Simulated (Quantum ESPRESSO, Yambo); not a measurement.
# SrCl2 (Fm-3m): G0W0 with Yambo, start to end, part 3 of 3

Wanted: ground state, empty states, screening and self-energy for SrCl2 (Fm-3m).

Quantum ESPRESSO 7.5 and Yambo 5.3.0; PBE and many-body steps on it, plane waves. Known limits of the many-body steps: not at the basis limit; no spin-orbit coupling.

So far. Step 3 (Bands along the symmetry lines): The gap is 5.343 eV, as in the run before at this level. Step 4 (Empty states on the mesh, 4×4×4 mesh, 101 bands): On this mesh the gap is 5.343 eV.

## Step 6: Screening and self-energy, 4×4×4 mesh, 101 bands, screening to 95.2 eV

Now the one-shot GW correction: screening in the RPA, then the self-energy of the levels asked for.

This step: G0W0 on PBE, plane waves, norm-conserving pseudopotentials.

gw1.in reads:

```
HF_and_locXC
gw0
dyson
ppa
em1d
rim_cut
RandQpts= 1000000
RandGvec= 1 RL
EXXRLvcs= 56 Ry
VXCRLvcs= 224 Ry
Chimod= "HARTREE"
% BndsRnXp
 1 | 101 |
%
NGsBlkXp= 7 Ry
% LongDrXp
 1 | 1 | 1 |
%
% GbndRnge
 1 | 101 |
%
DysSolver= "n"
ExtendOut
PPAPntXp= 27.21138 eV
% QPkrange
 1 | 8 | 7 | 17 |
%
```

Started as:

```
> OMP_NUM_THREADS=1 mpirun -n 4 yambo -F gw1.in -J gw1 -C gw1 > gw1.log
```

The program printed:

```text
 Yambo, version 5.3.0

 [02] CORE Variables Setup
 =========================

  [... cell, symmetries and grids as in the set-up ...]

  [02.05] Energies & Occupations
  ==============================

  [X] === General ===
  [X] Electronic Temperature                        :  0.000000  0.000000 [eV K]
  [X] Bosonic    Temperature                        :  0.000000  0.000000 [eV K]
  [X] Finite Temperature mode                       : no
  [X] El. density                                   :  0.28270E+24 [cm-3]
  [X] Fermi Level                                   :  3.144460 [eV]

  [X] === Gaps and Widths ===
  [X] Conduction Band Min                           :  5.342898 [eV]
  [X] Valence Band Max                              :  0.000000 [eV]
  [X] Filled Bands                                  :  12
  [X] Empty Bands                                   :   13  101
  [X] Direct Gap                                    :  5.511898 [eV]
  [X] Direct Gap localized at k                     :   7
  [X] Indirect Gap                                  :  5.342898 [eV]
  [X] Indirect Gap between kpts                     :   7   1
  [X] Last valence band width                       :  1.042953 [eV]
  [X] 1st conduction band width                     :  1.387901 [eV]

 [03] Transferred momenta grid and indexing
 ==========================================

 IBZ Q-points                                      :   8
 BZ  Q-points                                      :   64

 K/Q-points units:
 rlu = crystal or reduced units; cc = cartesian coordinates; iku = interal k-units

 Q [1]          [rlu]:  0.000000  0.000000  0.000000
 Q [2]          [rlu]: -0.24672E-16 -0.24672E-16  0.25000
 Q [3]          [rlu]:  0.49343E-16  0.49343E-16 -0.50000
 Q [4]          [rlu]: -0.54799E-17  0.25000      0.25000
 Q [5]          [rlu]: -0.17850E-16  0.25000      0.50000
 Q [6]          [rlu]:  0.10758E-15  0.25000     -0.25000
 Q [7]          [rlu]:  0.10960E-16 -0.50000     -0.50000
 Q [8]          [rlu]:  0.250000 -0.500000 -0.250000

 [04] Coloumb potential Random Integration (RIM)
 ===============================================

  [04.01] RIM initialization
  ==========================

  * Diagonal components only detected *

  8 x (sBL volume)        :  0.054121 [a.u.]
  sBZ random points       :  1000000
  Points outside the sBZ  :   7996195
  RL volume               :  0.432965 [a.u.]
  Integrated volume       :  0.433171 [a.u.]

  [04.02] RIM integrals
  =====================

  Gamma point sphere radius             :  0.068613 [a.u.]
  Points outside the sphere             :   799659
  [Int_sBZ(q=0) 1/q^2]*(Vol_sBZ)^(-1/3) =:  7.764404
                                 should be <:  7.795600

  Summary of Coulomb integrals for non-metallic bands |Q|[au] RIM/Bare

  Q [1] 0.100000E-4 0.995998 * Q [2] 0.206363 1.065167
  Q [4] 0.238287 1.065194 * Q [6] 0.336989 1.026099
  Q [5] 0.395155 1.019892 * Q [3] 0.412726 1.016551
  Q [7] 0.476575 1.013307 * Q [8] 0.532827 1.010383

 [05] Dipoles
 ============

  [05.01] Setup: observables and procedures
  =========================================

  [WARNING] [x,Vnl] slows the Dipoles computation. To neglect it rename the ns.kb_pp file

 [06] Dynamic Dielectric Matrix (PPA)
 ====================================

 [WR./gw1//ndb.pp]---------------------------------------------------------------
  Brillouin Zone Q/K grids (IBZ/BZ)                :    8   64    8   64
  RL vectors                                       :   4957 [WF]
  Coulomb cutoff potential                         : none
  Electronic Temperature                           :  0.000000 [K]
  Bosonic    Temperature                           :  0.000000 [K]
  PPA    diel. fun.  energies                      : Perdew, Burke & Ernzerhof(X)+Perdew, Burke & Ernzerhof(C)
  wavefunctions                                    : Perdew, Burke & Ernzerhof(X)+Perdew, Burke & Ernzerhof(C)
  Global Gauge                                     : length
  X matrix size                                    :  181
  X band range                                     :    1  101
  X e/h energy range                               : -1.000000 -1.000000 [eV]
  X Time ordering                                  : R
  X Hxc Kernel                                     : HARTREE
  X Drude frequency                                :  0.000000  0.000000
  X poles                                          :  100.0000 [o/o]
  RL vectors in the sum                            :   4957
  [r,Vnl] included                                 : yes
  Field direction                                  :  0.577350E-5  0.577350E-5  0.577350E-5
  BZ energy Double Grid                            : no
  BZ energy DbGd points                            : 0
  BZ Q point size factor                           : -1.000000
  X Optical Averaged directions                    : none

 [07] Local Exchange-Correlation + Non-Local Fock
 ================================================

 [VXC] Plane waves :   32455
 [EXS] Plane waves :   4111

 QP @ state[ 1 ] K range:   1   8
 QP @ state[ 1 ] b range:   7  17

 [xc] Functional : Perdew, Burke & Ernzerhof(X)+Perdew, Burke & Ernzerhof(C)
 [xc] LIBXC used to calculate xc functional
  PP Number of Atomic Species                      :  2
  NLCC RL compoments                               :   32455
  PP Number of Atomic Species                      :  2
  NLCC RL compoments                               :   32455

 [xc] E_xc :  -10.28969 [Ha]
      E_xc :  -20.57939 [Ry]

  Local XC kind (lXC) : Perdew, Burke & Ernzerhof(X)+Perdew, Burke & Ernzerhof(C)
  Non-Local XC kind (nlXC) : Hartree-Fock

  Corrections @ K [1] :  [eV]
 <7|nlXC|7> = -17.90257 -0.82665E-19 <7|lXC|7> = -13.07439  0.94408E-16
 <8|nlXC|8> = -17.90258  0.35069E-17 <8|lXC|8> = -13.07439 -0.18882E-15
 <9|nlXC|9> = -17.90260 -0.25233E-17 <9|lXC|9> = -13.07439 -0.94408E-16
 <10|nlXC|10> = -18.76878  0.14714E-17 <10|lXC|10> = -14.46865  0.14161E-15
 <11|nlXC|11> = -18.76870 -0.31545E-17 <11|lXC|11> = -14.46865 -0.94408E-16
 <12|nlXC|12> = -18.76883  0.71201E-18 <12|lXC|12> = -14.46865 -0.18882E-15
 <13|nlXC|13> = -3.816038 -0.41484E-18 <13|lXC|13> = -7.728242  0.94406E-16
 <14|nlXC|14> = -4.806619 -0.67617E-18 <14|lXC|14> = -9.737024 -0.18882E-15
 <15|nlXC|15> = -4.806626  0.14139E-17 <15|lXC|15> = -9.737027  0.28323E-15
 <16|nlXC|16> = -3.848854  0.78744E-18 <16|lXC|16> = -8.320453 -0.14161E-15
[...]
Corrections @ K [2] :  [eV]
[...]
Corrections @ K [3] :  [eV]
[...]
Corrections @ K [4] :  [eV]
[...]
Corrections @ K [5] :  [eV]
[...]
[... 2 further k-points ...]
  Corrections @ K [8] :  [eV]
[...]
<13|nlXC|13> = -4.617842  0.28710E-18 <13|lXC|13> = -9.091739 -0.23602E-16
 <14|nlXC|14> = -4.589119  0.66926E-18 <14|lXC|14> = -9.868522  0.23602E-16
 <15|nlXC|15> = -5.581936 -0.11497E-18 <15|lXC|15> = -10.86787  0.94409E-16
 <16|nlXC|16> = -5.581985  0.64300E-18 <16|lXC|16> = -10.86787 -0.83308E-20
 <17|nlXC|17> = -6.419357 -0.59179E-18 <17|lXC|17> = -12.22572 -0.47200E-16

  [07.01] Hartree-Fock occupations report
  =======================================

  [Hartree-Fock] === General ===
  [Hartree-Fock] Electronic Temperature             :  0.000000  0.000000 [eV K]
  [Hartree-Fock] Bosonic    Temperature             :  0.000000  0.000000 [eV K]
  [Hartree-Fock] Finite Temperature mode            : no
  [Hartree-Fock] El. density                        :  0.28270E+24 [cm-3]
  [Hartree-Fock] Fermi Level                        :  3.144460 [eV]

  [Hartree-Fock] === Gaps and Widths ===
  [Hartree-Fock] Conduction Band Min                :  9.255102 [eV]
  [Hartree-Fock] Valence Band Max                   : -4.190183 [eV]
  [Hartree-Fock] Filled Bands                       :  12
  [Hartree-Fock] Empty Bands                        :   13  101
  [Hartree-Fock] Direct Gap                         :  13.88938 [eV]
  [Hartree-Fock] Direct Gap localized at k          :  1
  [Hartree-Fock] Indirect Gap                       :  13.44529 [eV]
  [Hartree-Fock] Indirect Gap between kpts          :   7   1
  [Hartree-Fock] Last valence band width            :  1.393280 [eV]
  [Hartree-Fock] 1st conduction band width          :  2.678860 [eV]

 [08] Dyson equation: Newton solver
 ==================================

  [08.01] G0W0 (W PPA)
  ====================

  [  GW  ] Bands range     :    1  101
  [GW/PPA] G damping       :  0.100000 [eV]

  QP @ state[ 1 ] K range:   1   8
  QP @ state[ 1 ] b range:   7  17

   Sc/G bands                                       :    1  101
   Sc/G damping                                     :  0.100000 ev
   Sc bands terminator                              : no
   Sx RL components                                 :   4111

   QP @ state[ 1 ] K range                          :   1   8
   QP @ state[ 1 ] b range                          :   7  17
   GF energies kind                                 : Perdew, Burke & Ernzerhof(X)+Perdew, Burke & Ernzerhof(C)
   GF WF`s kind                                     : Perdew, Burke & Ernzerhof(X)+Perdew, Burke & Ernzerhof(C)
   Xs energies kind                                 : Perdew, Burke & Ernzerhof(X)+Perdew, Burke & Ernzerhof(C)
   Xs WF`s kind                                     : Perdew, Burke & Ernzerhof(X)+Perdew, Burke & Ernzerhof(C)

 [11] Game Over & Game summary
```

It took 4.7 min on 4 MPI ranks of Arm Neoverse V1, shared host; peak memory 1.8 GiB.

Numbers from this step:

```
G0W0 gap on the mesh                         : 7.474 eV
starting gap on the mesh                     : 5.343 eV
k of the valence top                         : 0, -0.5, -0.5
k of the conduction bottom                   : 0, 0, 0
least direct G0W0 gap on the computed points : 7.867 eV
Z at the valence top                         : 0.8151
Z at the conduction bottom                   : 0.8657
```

The gap on the mesh goes from 5.34 eV to 7.47 eV, a correction of +2.13 eV.

Limits: finite bands, cutoff and mesh; no spin-orbit coupling. v1 is the top filled band, c1 the lowest empty one. The levels before and after the correction (eV, zero at the valence-band top of each column):

```
           conduction bottom  valence top
Kohn-Sham               5.34         0.00
     G0W0               7.47         0.00
```

```
                         level  energy (eV)
Kohn-Sham              Γ v3-v1       -0.334
Kohn-Sham                 Γ c1        5.343
Kohn-Sham              Γ c2-c3        6.108
Kohn-Sham  (0 -0.5 -0.5) v3-v2       -0.396
Kohn-Sham     (0 -0.5 -0.5) v1        0.000
Kohn-Sham     (0 -0.5 -0.5) c1        5.512
Kohn-Sham     (0 -0.5 -0.5) c2        7.054
Kohn-Sham     (0 -0.5 -0.5) c3        7.636
     G0W0              Γ v3-v1       -0.393
     G0W0                 Γ c1        7.474
     G0W0              Γ c2-c3        9.013
     G0W0  (0 -0.5 -0.5) v3-v2       -0.438
     G0W0     (0 -0.5 -0.5) v1        0.000
     G0W0     (0 -0.5 -0.5) c1        8.025
     G0W0     (0 -0.5 -0.5) c2       10.180
     G0W0     (0 -0.5 -0.5) c3       10.865
```

## Step 7: Where the time went

Times are wall times on the hardware named with each run, good to a factor of about two.

| step | time | share | memory (GiB) |
| --- | --- | --- | --- |
| ground state | 7.4 s | 2 % | 0.27 |
| bands along the symmetry lines | 7.6 s | 2 % | 0.24 |
| empty states on the mesh | 8.3 s | 3 % | 0.35 |
| conversion and set-up | 2.6 s | 1 % | 0.25 |
| screening and self-energy | 4.7 min | 92 % | 1.8 |

## Step 8: Results

| Item | Value |
| --- | --- |
| PBE gap | 5.34 eV, indirect |
| G0W0 gap on the mesh | 7.47 eV |
| GW settings | 4×4×4 mesh, 101 bands, screening to 95.2 eV, Godby-Needs plasmon pole |
| known limits | not at the basis limit; no spin-orbit coupling |

What this shows: G0W0 moves the gap on the mesh from 5.34 eV to 7.47 eV (+2.13 eV), with Z of 0.82 and 0.87 at the edges. The dearest step here is «screening and self-energy». Bands and cutoff are finite, so the gap is not at the basis limit. The miss can reach some tenths of an eV and take either sign; the mesh is an error of its own. The many-body steps are scalar-relativistic: spin-orbit coupling is not in them.

[Paths, hosts, dates, memory and timing lines, banners, echoed tables and standing remarks are left out of the program output.]

[Logs are printed without paths, hosts, clocks, repeated set-up lines and the standing remarks that a program may print on its own settings, such as how far it seeks lower states.]

[Runs of the session that timed out or met a known fault of the program may be left out.]

[Hosts, paths, dates, database ids (printed as entryN), source tags and the programs' standing remarks are cut or masked in the printed files.]
